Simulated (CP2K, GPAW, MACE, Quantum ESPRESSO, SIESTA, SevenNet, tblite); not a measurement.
**Forces in random packing of Al77Si23 (at. %) (94 atoms), program by program**

Aim: forces, pressure of random packing of Al77Si23 (at. %) (94 atoms) at one geometry, from other programs and methods, against plane-wave PBE.

Results are calculated, not measured.

**1. The structure**

The cell holds 94 atoms (72 Al and 22 Si), with edges of 11.96, 11.96 and 11.96 Å. Recipe: 94 atoms (72 Al, 22 Si) packed at random in a cube at 2.49 g/cm³ and pushed apart as soft spheres; a start for melting by ab initio MD, not an equilibrated structure. Then every atom was moved at random, 0.02 Å r.m.s. a Cartesian component. The density is 2.49 g/cm³.

**2. The reference input**

Quantum ESPRESSO 7.5: Kohn-Sham DFT, PBE, SSSP efficiency 1.3.0 pseudopotentials, plane waves. Its input, pw.in:

```
&control
  calculation = 'scf'
  pseudo_dir = './pseudo'
  outdir = './tmp'
  disk_io = 'none'
  tprnfor = .true.
  tstress = .true.
/
&system
  ibrav = 0
  nat = 94
  ntyp = 2
  ecutwfc = 45
  ecutrho = 360
  nosym = .true.
  occupations = 'smearing'
  smearing = 'fd'
  degauss = 0.003675
/
&electrons
  conv_thr = 4.7e-07
  electron_maxstep = 100
  mixing_beta = 0.2
  mixing_mode = 'local-TF'
  diagonalization = 'david'
/
ATOMIC_SPECIES
Al 26.982 Al.upf
Si 28.085 Si.upf
CELL_PARAMETERS angstrom
11.95900 0.00000 0.00000
0.00000 11.95900 0.00000
0.00000 0.00000 11.95900
ATOMIC_POSITIONS crystal
Al 0.81803 0.04063 0.12923
Al 0.24860 0.89564 0.03918
Al 0.41807 0.30317 0.80223
Al 0.89395 0.12785 0.97408
[... 88 atom lines left out ...]
Si 0.09557 0.73625 0.29316
Si 0.95962 0.08521 0.73032
K_POINTS gamma
```

```console
$ OMP_NUM_THREADS=1 mpirun -np 4 pw.x -in pw.in > output.txt
```

Wall time 5.5 min (4 MPI ranks of Arm Neoverse V1, shared host); peak memory 5.4 GiB.

It converged with an r.m.s. force component of 1.5 eV/Å and a pressure of 15 GPa.

**3. What was run beside it**

- CP2K 2026.2: Gaussian basis with GTH pseudopotentials and a plane-wave density; labels give functional, basis (MOLOPT sets; SR short-range, UZH the newer set with its own potentials), grid cutoff/relative cutoff and solver (OT: orbital transformation; TRS4, TC2, SIGN: linear-scaling purification with its sparsity filter), or its built-in tight binding.
- GPAW 26.7.0: PAW with atomic orbitals (LCAO), plane waves or a real-space grid of spacing h.
- MACE: machine-learned potential, published weights.
- Quantum ESPRESSO 7.5: plane waves; labels (QE) give functional, pseudopotential set and cutoffs of waves/density.
- SIESTA 5.4.2: numerical atomic orbitals, whose automatically made sets are far from complete, with PseudoDojo norm-conserving potentials that we converted to its format (checked against plane waves on the same files for H, C, O, Si, Ge and Ca alone); labels give functional, basis size, energy shift and mesh cutoff.
- SevenNet: machine-learned potential, published weights.

All use the same cell and atoms, and the electronic-structure runs the same k-mesh.

**4. All runs compared**

Differences are against the reference: forces as r.m.s. over components, share as that over the reference's r.m.s. force, slope as the fitted ratio of a run's forces to the reference's.

```tsv
run	Δ force, r.m.s. (meV/Å)	share (%)	slope	Δ pressure (GPa)	cores	CPU time	memory (GiB)
reference	-	-	-	-	4	22 min	5.4
CP2K PBE, DZVP-UZH, 122/50 Ry, diagonalisation (coarse)	42.1	2.86	0.975	-0.617	2	10 min	0.85
CP2K PBE, DZVP-UZH, 350/50 Ry, diagonalisation	42.1	2.86	0.975	-0.617	4	11 min	3.6
CP2K PBE, TZV2P-UZH, 350/50 Ry, diagonalisation	32.6	2.21	0.980	-0.717	4	30 min	4.9
CP2K PBE, TZVP-MOLOPT (SR for Al), 350/50 Ry, diagonalisation	34.4	2.34	0.980	-0.490	4	6.8 min	3.5
CP2K PBEsol, PBE potentials, DZVP-UZH, 350/50 Ry, diagonalisation	26.3	1.78	1.001	-0.933	4	10 min	3.6
GPAW PBE, LCAO dzp, h 0.2 Å, other mixer settings	73.0	4.95	1.043	-	2	27 min	2.5
GPAW PBE, plane waves 550 eV	12.2	0.826	1.007	0.234	1	10 min	1.2
MACE MP-0b2 small potential	291	19.7	1.054	-0.158	1	7.1 s	0.67
MACE MP-0b3 medium potential	289	19.6	1.052	1.22	1	9.3 s	0.98
QE PBE, sssp-1.3.0-efficiency, 20/160 Ry (coarse)	5.22	0.354	1.002	-0.120	2	9.4 min	1.6
SIESTA PBE, DZP, shift 0.01 Ry, mesh 200 Ry	89.8	6.10	1.057	1.12	2	10 min	1.7
SIESTA PBE, DZP, shift 0.01 Ry, mesh 300 Ry	89.8	6.10	1.057	1.12	2	17 min	2.5
SIESTA vdW-DF, PBE potentials, DZP, shift 0.01 Ry, mesh 300 Ry	89.3	6.06	1.039	4.18	4	30 min	3.8
SevenNet l3i5 potential	279	18.9	1.035	-0.262	1	11 s	1.3
```

Rows marked coarse were listed beforehand as settings not expected to be converged; some can still land near the reference.

Times of the machine-learned potentials are mostly Python's start and the loading of weights.

Runs without a result: tblite GFN1-xTB (not converged); GPAW PBE, LCAO dzp, h 0.2 Å (cut off at its time limit); SIESTA PBE, DZP, shift 0.002 Ry, mesh 300 Ry (cut off at its time limit); GPAW PBE, LCAO szp(dzp), h 0.2 Å (cut off at its time limit).

CPU time is summed over cores on shared hosts, so it is rough.

**5. Findings**

Forces lie from 0.35 % (QE PBE, sssp-1.3.0-efficiency, 20/160 Ry, coarse) to 20 % (MACE MP-0b2 small potential) of the reference's r.m.s. force of 1.5 eV/Å away from it. Other PBE runs on plane waves or a grid: GPAW PBE, plane waves 550 eV 0.83 % of the r.m.s. force; the reference has errors of its own, so differences under a few per cent don't tell which side is nearer the exact PBE result. The PBE runs in local orbitals, coarse settings apart, differ by 2.2 % (CP2K PBE, TZV2P-UZH, 350/50 Ry, diagonalisation) to 6.1 % (SIESTA PBE, DZP, shift 0.01 Ry, mesh 200 Ry); basis, grid and potentials can all enter. Machine-learned potentials differ by 19 % (SevenNet l3i5 potential) to 20 % (MACE MP-0b2 small potential); they were trained on other programs' data.

Rows with another functional or a dispersion term differ by 1.8 % (CP2K PBEsol, PBE potentials, DZVP-UZH, 350/50 Ry, diagonalisation) to 6.1 % (SIESTA vdW-DF, PBE potentials, DZP, shift 0.01 Ry, mesh 300 Ry), which mixes the change of model with differences of basis and potentials, some of them made for another functional. Runs with settings chosen to be coarse differ by 0.35 % (QE PBE, sssp-1.3.0-efficiency, 20/160 Ry) to 2.9 % (CP2K PBE, DZVP-UZH, 122/50 Ry, diagonalisation), their programs' other errors included. From CP2K PBE, DZVP-UZH, 122/50 Ry, diagonalisation to the finer CP2K PBE, DZVP-UZH, 350/50 Ry, diagonalisation the share goes from 2.86 to 2.86 %, so the grid isn't what parts these runs from the reference. From SIESTA PBE, DZP, shift 0.01 Ry, mesh 200 Ry to the finer SIESTA PBE, DZP, shift 0.01 Ry, mesh 300 Ry the share goes from 6.10 to 6.10 %, so the grid isn't what parts these runs from the reference. Pressures at PBE, coarse settings apart, lie -0.72 to +1.12 GPa from the reference's.

**Limits.** The reference's pressure holds the uncorrected Pulay stress of its 45 Ry basis, so small pressure differences may be the reference's own error. Machine-learned potentials mimic data converged in k, so the reference's own k-point error enters their differences. The reference's stress is far from hydrostatic: its diagonal is 12.7, 15.3, 15.9 GPa, compression counted positive. The electronic-structure runs sample only Γ, in a cell whose shortest periodic width is 12 Å, which is coarse for a cell with partly filled levels. The reference's pressure of 15 GPa reflects the volume that the recipe set, positions that aren't this level's minimum and the basis. The reference has no spin polarisation, so local moments can't form. Where levels are smeared, the DFT runs use Fermi–Dirac occupations at 580 K (0.05 eV), and energies are free energies. The atoms were displaced at random, and shares hang on the size of the forces that this gives. The reference's cutoffs and mesh weren't converged further here.

[Logs are printed without paths, hosts, clocks, repeated set-up lines and the standing remarks that a program may print on its own settings, such as how far it seeks lower states.]

[Hosts, paths, dates, database ids (printed as entryN), source tags and the programs' standing remarks are cut or masked in the printed files.]

[Cells were taken only where this reference lay near another plane-wave run.]
